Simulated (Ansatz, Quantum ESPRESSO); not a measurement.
# HgTe (Pm-3m): phonons by linear response, part 4 of 4

How does HgTe (Pm-3m) vibrate, and is this structure a minimum?

Quantum ESPRESSO 7.5; DFT LDA, scalar-relativistic, plane waves, JTH PAW pseudopotentials.

So far, lowest frequency on the path (cm⁻¹): step 7 (dispersion) -83.3; step 13 (amass(1) 200.592, amass(2) 255.2) -58.9.

The structure was built from a prototype and need not be the compound's stable phase.

**14. Cross-check with Ansatz**

The same cell goes through another code, with its own cutoff. The potentials differ. Its k mesh is centred on Γ.

This step: DFT LDA, scalar-relativistic, plane waves, PseudoDojo norm-conserving pseudopotentials (Ansatz 0.2.0).

The input, input.yaml:

```yaml
crystal:
  lattice:
    - [3.6797463646, 0.0, 0.0]
    - [0.0, 3.6797463646, 0.0]
    - [0.0, 0.0, 3.6797463646]
  atoms:
    - { symbol: Hg, position: [0.0, 0.0, 0.0] }
    - { symbol: Te, position: [0.5, 0.5, 0.5] }
kpoints:
  mp_grid: { grid: [8, 8, 8] }
hamiltonian:
  xc: lda
  pseudopotentials: { kind: nc, accuracy: standard }
scf:
  occupations: { method: cold, width: 0.27211 }
output:
  eigenvalues: true
phonons:
  method: dfpt
  qmesh: [2, 2, 2]
  temperatures: { t_max: 1000, t_step: 50 }
  qpath:
    path:
      - [[0.0, 0.0, 0.0], [0.0, 0.5, 0.0], [0.5, 0.5, 0.0], [0.0, 0.0, 0.0], [0.5, 0.5, 0.5], [0.0, 0.5, 0.0]]
      - [[0.5, 0.5, 0.5], [0.5, 0.5, 0.0]]
    npoints: 12
```

Started as:

```console
ansatz run input.yaml --threads 4 --pin off --max-ram 8192MiB --backend cpu --events-out ev --progress --plain --runs-dir out
```

Log:

```text
Engine: ansatz 0.2.0, aarch64-unknown-linux-gnu
Pseudopotentials: kind: nc
Pseudopotential: Hg, nc, valence charge 20, recommended cutoff 816.341587 eV (normal), Hg.nc.azcp (PseudoDojo's, or run here from an input of PseudoDojo's; its table is named by hamiltonian.pseudopotentials.accuracy)
Pseudopotential: Te, nc, valence charge 16, recommended cutoff 1120 eV (normal), Te.nc.azcp (PseudoDojo's, or run here from an input of PseudoDojo's; its table is named by hamiltonian.pseudopotentials.accuracy)
Functional definition: SPW92
  exchange = slater_x
  correlation = pw_c
Crystal: 2 atoms, lattice volume = 49.826 Å³
Basis set: ecut = 1120 eV, 4169 PW (Γ), exchange–correlation on 90×90×90 points (8 copies of the dense FFT grid, shifted against one another)
Bands: 22, of which v1, the nominal top of the filled ones, is band 18 counted from 1 (17 counted from 0)
Symmetry: 48 space group operations
k-points: 35 of 512
Non-local potential: Hg, projectors of the file, l = 0: 2, l = 1: 2, l = 2: 2, l = 3: 1
Non-local potential: Te, projectors of the file, l = 0: 3, l = 1: 2, l = 2: 2, l = 3: 2
Initial density: superposition of atomic densities (chi_scale 0.1, normalization cell, long waves kept (reshape's long-wave potential 0.00 eV rms))
Initial wavefunctions: pseudopotential atomic-orbital guess
Functional: x = slater, c = lda
SCF iter   1: F=—  HF=-7381.537955 eV  |F-HF|=—  |Δ(HF+E_count)|=         —  Δρ=1.40e-2  dr2=1.39e-1  ethr=3.10e-3  ⟨swp⟩=7.9  Hψ=8330  notcnv=0  defer=2
automatic band count: the SCF goes on with 26 bands, as 22 were too few: they end inside the smearing window of the response
preconditioner: auto → Kerker (q_TF=auto, 2.584 Å⁻¹)  [metal: Δε(μ)=0.119 eV  Ē_g=13.687 eV  σ=0.272 eV  W_gap=0.32  n_scr=18 (ndim 8)  ℏωp=22.3 eV  f_vac=0.000  D(μ)=1.90/eV (n_scr^D=18)]
SCF iter   2: F=—  HF=-7381.507089 eV  |F-HF|=—  |Δ(HF+E_count)|=   3.09e-2  S|Δr|=    0.00e0  Δρ=8.86e-3  dr2=4.44e-2  ethr=3.87e-4  ⟨swp⟩=2.6  Hψ=1673  notcnv=0  defer=2
SCF iter   3: F=—  HF=-7381.490930 eV  |F-HF|=—  |Δ(HF+E_count)|=   1.62e-2  S|Δr|=    0.00e0  Δρ=2.04e-3  dr2=2.43e-3  ethr=1.23e-4  ⟨swp⟩=2.5  Hψ=1357  notcnv=0  defer=2
SCF iter   4: F=—  HF=-7381.490225 eV  |F-HF|=—  |Δ(HF+E_count)|=   7.06e-4  S|Δr|=    0.00e0  Δρ=4.91e-4  dr2=6.75e-5  ethr=6.75e-6  ⟨swp⟩=2.1  Hψ=1339  notcnv=0  defer=2
SCF iter   5: F=—  HF=-7381.490243 eV  |F-HF|=—  |Δ(HF+E_count)|=   1.79e-5  S|Δr|=    0.00e0  Δρ=8.69e-5  dr2=2.61e-6  ethr=1.88e-7  ⟨swp⟩=2.0  Hψ=1226  notcnv=0  defer=2
SCF iter   6: F=—  HF=-7381.490113 eV  |F-HF|=—  |Δ(HF+E_count)|=   1.29e-4  S|Δr|=    0.00e0  Δρ=1.83e-5  dr2=1.02e-7  ethr=7.26e-9  ⟨swp⟩=2.2  Hψ=1152  notcnv=0  defer=2
SCF iter   7: F=—  HF=-7381.490113 eV  |F-HF|=—  |Δ(HF+E_count)|=   2.67e-8  S|Δr|=    0.00e0  Δρ=4.34e-6  dr2=5.82e-9  ethr=2.83e-10  ⟨swp⟩=2.5  Hψ=1385  notcnv=0  defer=2
SCF iter   8: F=—  HF=-7381.490113 eV  |F-HF|=—  |Δ(HF+E_count)|=  2.12e-10  S|Δr|=    0.00e0  Δρ=4.86e-7  dr2=7.62e-11  ethr=1.62e-11  ⟨swp⟩=2.1  Hψ=1353  notcnv=0  defer=2
SCF iter   9: F=-7381.490113 eV  HF=-7381.490113 eV  |F-HF|=1.82e-12  |Δ(HF+E_count)|=  2.09e-11  S|Δr|=    0.00e0  Δρ=9.06e-8  dr2=2.65e-12  ethr=1.00e-12  ⟨swp⟩=15.0  Hψ=6990  notcnv=0
SCF 1 converged in 9 iterations: F = -7381.490113 eV  dr2 = 2.65e-12
Initial density: read from a saved state, or passed on in memory by an earlier SCF of this step, an earlier step, the calling program or the single point that the run made first
iter 1 solved again at ethr=1.81e-7 eV; its pass at ethr=3.10e-3 eV (dr2=6.51e-5 eV) is discarded
SCF iter   1: F=—  HF=-7381.490223 eV  |F-HF|=—  |Δ(HF+E_count)|=         —  Δρ=1.49e-6  dr2=8.99e-10  ethr=1.81e-7  ⟨swp⟩=5.7  Hψ=7074  notcnv=0
eigensolver tolerance schedule: the retry pair's looser diagonalisation over-reported the residual by 72401.05 of it (diagonalisation noise at an unbounded share of the residual, at the tolerance the schedule requests for it); recorded, not acted on — ethr = c·dr2/N_el stays at c = 1.0e-1
preconditioner: auto → Kerker (q_TF=auto, 2.584 Å⁻¹)  [metal: Δε(μ)=0.145 eV  Ē_g=10.369 eV  σ=0.272 eV  W_gap=0.38  n_scr=18 (ndim 8)  ℏωp=22.3 eV  f_vac=0.000  D(μ)=1.85/eV (n_scr^D=18)]
SCF iter   2: F=—  HF=-7381.490113 eV  |F-HF|=—  |Δ(HF+E_count)|=   1.10e-4  S|Δr|=    0.00e0  Δρ=1.06e-6  dr2=4.40e-10  ethr=2.50e-12  ⟨swp⟩=4.7  Hψ=2829  notcnv=0
SCF iter   3: F=—  HF=-7381.490113 eV  |F-HF|=—  |Δ(HF+E_count)|=  9.82e-11  S|Δr|=    0.00e0  Δρ=6.22e-7  dr2=1.60e-10  ethr=1.22e-12  ⟨swp⟩=1.4  Hψ=896  notcnv=0
SCF iter   4: F=—  HF=-7381.490113 eV  |F-HF|=—  |Δ(HF+E_count)|=  3.82e-11  S|Δr|=    0.00e0  Δρ=3.82e-7  dr2=5.88e-11  ethr=1.00e-12  ⟨swp⟩=1.0  Hψ=771  notcnv=0
SCF iter   5: F=—  HF=-7381.490113 eV  |F-HF|=—  |Δ(HF+E_count)|=  1.36e-11  S|Δr|=    0.00e0  Δρ=1.78e-7  dr2=1.39e-11  ethr=1.00e-12  ⟨swp⟩=1.0  Hψ=772  notcnv=0
SCF iter   6: F=-7381.490113 eV  HF=-7381.490113 eV  |F-HF|=4.55e-12  |Δ(HF+E_count)|=  9.09e-13  S|Δr|=    0.00e0  Δρ=1.25e-7  dr2=6.57e-12  ethr=1.00e-12  ⟨swp⟩=4.7  Hψ=2318  notcnv=0
SCF 2 converged in 6 iterations: F = -7381.490113 eV  dr2 = 6.57e-12
phonons: the bands overlap, so this run is a metal and interpolates without the dipole-dipole term. If the crystal is really an insulator or semiconductor, its LO-TO splitting is missing
NSCF: frozen V_eff on 35 k-points
WARN: eigensolver did not converge (k=25): 1 band(s) unlocked after 2 eigensolves, warm-restarted (20 sweeps on the last) at ethr=1.71e-12 eV (storage-precision floor; scheduled 1.00e-12 eV) (lowest unlocked band 25, counted from 0; max residual 5.08e-4 eV among the unlocked bands, 5.08e-4 eV over every band; other slots of this pass that fall short are told together in one closing line; warning suppressed until the next SCF loop or pass starts)
WARN: eigensolver did not converge in 2 slots of this pass, the one above among them; of largest residual over every band (k=31): 1 band(s) unlocked (lowest unlocked band 25, counted from 0; max residual 6.90e-4 eV among the unlocked bands, 6.90e-4 eV over every band); of lowest unlocked band (k=25): band 25
NSCF: frozen V_eff on 75 k-points
DFPT response loops at q = (0, 0, 0) (fractional): preconditioner auto → Kerker (q_TF=auto, 2.584 Å⁻¹) (partly filled bands, converged f_vac=0.000); β = 1.00, the filter's whole step (`scf.mixing.beta` (0.50) is not read by the response loops under this deck's `scf.mixing.preconditioner`; to damp them name `kerker` or `kerker_dos`, under which they read `scf.mixing.beta`, and type it under 1.00, their step now; both keys bind the ground state too); Broyden in place of MSR1
NSCF: frozen V_eff on 250 k-points
DFPT response loops at q = (0, 0, -0.5) (fractional): mixed as the last ones told, above
NSCF: frozen V_eff on 250 k-points
DFPT response loops at q = (0, -0.5, -0.5) (fractional): mixed as the last ones told, above
NSCF: frozen V_eff on 150 k-points
DFPT response loops at q = (-0.5, -0.5, -0.5) (fractional): mixed as the last ones told, above
SCF converged after 9 iterations
Stability not checked: this state was not tested for a lower state beside it, because cold or Methfessel-Paxton smearing, or corrected tetrahedra, fill the levels in a way that the test cannot read (fill_not_monotonic; see scf.lower_state_search)
Free energy (F): -7381.490113 eV
Harris-Foulkes:  -7381.490113 eV  (|F-HF|=1.82e-12)
Internal energy: -7381.480180 eV  (E = F + TS)
E sigma→0 (E₀):  -7381.486802 eV
Entropy (-TS):   -0.009933 eV (-4.967 meV/atom)
Fermi energy:    13.317973 eV
--- Per-component energies (eV) ---
  E_band       = -602.601974
  E_kinetic    = 2841.429796
  E_local      = -5231.869222  (includes V_loc(G=0)·N_el)
  E_nonlocal   = -627.445068
  E_hartree    = 1688.105176
  E_xc         = -1405.722090
  E_vxc        = -960.927757  (∫ρ·V_xc dr)
  E_ewald      = -4645.978773
  E_smearing   = -0.009933  (= −TS)
  E_closure    = 0.000000  (closes the sum)
  Σ components = -7381.490113   (vs F -7381.490113, Δ=0.00e0)
--- Band table (eV; the first three rows and the last of 35) ---
  k-point 0: bands = [... 14 lower, 7.0523, 11.2403, 12.2690, 12.2690, 12.2690, 19.0844, 19.0844, 23.6006, ... 4 higher]
  k-point 1: bands = [... 14 lower, 7.0552, 10.0164, 12.4896, 12.4896, 13.1717, 19.0965, 19.7702, 22.5941, ... 4 higher]
  k-point 2: bands = [... 14 lower, 7.0622, 8.5668, 13.0722, 13.0722, 14.1095, 19.1287, 19.7458, 21.0855, ... 4 higher]
  k-point 34: bands = [... 14 lower, 7.3581, 11.8115, 11.8115, 11.8115, 12.1711, 14.2419, 14.2419, 14.2419, ... 4 higher]
--- Phonons (Γ-DFPT): 2 representative perturbations + reference (Σ response iterations 4) ---
  ASR residual: 1.970e-4 → 0.000e0 eV/Å²; symmetrization residual: 1.334e-4 eV/Å²
  ASR residual per site (eV/Å²): 1.97e-4 9.24e-5
  Γ frequencies (cm⁻¹): 0.00 0.00 0.00 65.10 65.10 65.10
--- Phonons (arbitrary-q DFPT): 4 irreducible q on the 2×2×2 mesh ---
  q = [0.0000, 0.0000, 0.0000] (star 1, of the zone-centre solve; hermiticity 2.19e-4, symmetrization 1.41e-13): 0.00 0.00 0.00 65.10 65.10 65.10
  q = [0.0000, 0.0000, -0.5000] (star 3, 4 solved perturbations in 400 linear systems a pass and spin channel, the states on 125 of 512 k-point pairs; hermiticity 1.45e-12, symmetrization 3.49e-13, the responses' own estimated error 3.4e-4 eV/Å²): -59.38 -59.38 35.45 35.45 46.46 60.38
  q = [0.0000, -0.5000, -0.5000] (star 3, 4 solved perturbations in 400 linear systems a pass and spin channel, the states on 125 of 512 k-point pairs; hermiticity 9.19e-6, symmetrization 2.17e-12, the responses' own estimated error 3.4e-4 eV/Å²): -84.12 22.79 22.79 34.42 92.78 92.78
  q = [-0.5000, -0.5000, -0.5000] (star 1, 2 solved perturbations on 75 of 512 k-point pairs; hermiticity 5.93e-12, symmetrization 8.69e-12, the responses' own estimated error 3.4e-4 eV/Å²): 54.79 54.79 54.79 55.87 55.87 55.87
  sum rule: each row above includes the acoustic sum rule's correction from the zone centre's row sums; it moved no ω² by more than (0.52 cm⁻¹)²
  mesh force constants: q→R imaginary residual 3.86e-17; ASR residual 1.970e-4 → 0.000e0 eV/Å²; symmetrization residual 1.110e-15 eV/Å²
  interpolated dispersion: 74 rows × 6 modes
  density of states and harmonic sums: on the 18×18×18 q-mesh, interpolated from the force constants of a 2×2×2 supercell (no non-analytic term)
  largest difference from the sums on the solved wave vectors: F 9.20e-3 eV, S 2.17e-5 and C_V 1.24e-5 eV/K
  zero-point energy: 0.013319 eV/cell   skipped modes (ω ≤ 0): 352, of them read as no rigid motion or as one in doubt: 349 (1.644e0 modes/cell left out, lowest -84.12 cm⁻¹)   left out of the sums: 2.74e-1 of the cell's modes: C_V's classical limit lies that fraction below 3 k_B per atom; for a crystal, a wire or a layer, F and S can be off by more, and a phonons.interpolated_qmesh denser along its periods is the remedy for the sampling
```

Elapsed: 90 s, on 4 threads of Arm Neoverse V2, shared host; peak memory 1.5 GiB.

This step gave:

* sum-rule residual before enforcement: 1.97e-4 eV/Å²
* lowest frequency on the path: -84.12 cm⁻¹
* share of modes beyond 3i cm⁻¹ on the dense interpolated mesh: 0.2712
* highest optical zone-centre mode (no LO-TO term): 65.1 cm⁻¹
* lowest optical zone-centre mode: 65.1 cm⁻¹
* lowest mode on the q mesh (acoustic ones at the zone centre apart): -84.12 cm⁻¹

**15. Side by side: QE JTH and Ansatz, PseudoDojo**

Numbers from this step:

* root-mean-square difference: 1.51 cm⁻¹
* largest difference: 3.32 cm⁻¹
* root-mean-square difference on the path: 1.6 cm⁻¹
* largest difference on the path: 14.9 cm⁻¹

The 12 of 21 modes that differ most. Frequencies side by side:

| q (reciprocal lattice) | mode | QE JTH (cm⁻¹) | Ansatz, PseudoDojo (cm⁻¹) |
| --- | --- | --- | --- |
| 0 0 0 | 4 | 66.67 | 65.1 |
| 0 0 0 | 5 | 66.67 | 65.1 |
| 0 0 0 | 6 | 66.67 | 65.1 |
| 0 0 -0.5 | 5 | 49.78 | 46.46 |
| 0 -0.5 -0.5 | 5 | 94.37 | 92.78 |
| 0 -0.5 -0.5 | 6 | 94.37 | 92.78 |
| -0.5 -0.5 -0.5 | 1 | 55.92 | 54.79 |
| -0.5 -0.5 -0.5 | 2 | 55.92 | 54.79 |
| -0.5 -0.5 -0.5 | 3 | 55.92 | 54.79 |
| -0.5 -0.5 -0.5 | 4 | 58.21 | 55.87 |
| -0.5 -0.5 -0.5 | 5 | 58.21 | 55.87 |
| -0.5 -0.5 -0.5 | 6 | 58.21 | 55.87 |

At the solved wavevectors the largest difference (acoustic modes at Γ apart) is 4 % of the highest mode (on the interpolated path 16 %), but 7 % of the mode at 50 cm⁻¹ on which it sits.

**16. Summary of results**

```
space group after relaxation                                       : Pm-3m
volume per atom                                                    : 24.9 Å³
highest optical zone-centre mode (no LO-TO term)                   : 66.7 cm⁻¹
q mesh                                                             : 2×2×2
lowest mode on the q mesh (acoustic ones at the zone centre apart) : -83.3 cm⁻¹
imaginary modes on the q mesh                                      : yes
largest difference from Ansatz, PseudoDojo                         : 3.32 cm⁻¹
```

In words: HgTe (Pm-3m) is unstable: a mode solved on the 2×2×2 mesh is imaginary, 83i cm⁻¹; its spectrum reaches 94 cm⁻¹. At the LDA level the optical modes of HgTe (Pm-3m) at the zone centre lie at 67 cm⁻¹. The most unstable solved mode lies at q = (0, -0.5, -0.5), on the zone boundary, so the distortion that it points to doubles the cell. QE JTH and Ansatz, PseudoDojo differ by 1.5 cm⁻¹ in the root mean square and by 3.3 cm⁻¹ at most, 3.5 % of the highest mode compared (acoustic modes at Γ left out; ph.x's values are those before the sum rule); the two use different potentials, and the cell was not relaxed for the second set. Their interpolated bands part by up to 15 cm⁻¹. These are harmonic frequencies at zero temperature: anharmonic shifts and linewidths and thermal expansion are left out. Spin-orbit coupling is left out, which can matter for the heavy elements here. In a metal the frequencies hang on the k mesh and the smearing, most of all near Kohn anomalies. The q mesh stands for a supercell only 7.4 Å across, so branches between the solved wavevectors are rough. The structure is a hypothetical one, built on a prototype.

[Host names and launcher messages were left out of these logs when they were recorded.]

[Logs are printed without paths, hosts, clocks, repeated set-up lines and the standing remarks that a program may print on its own settings, such as how far it seeks lower states.]

[Hosts, paths, dates, database ids (printed as entryN), source tags and the programs' standing remarks are cut or masked in the printed files.]
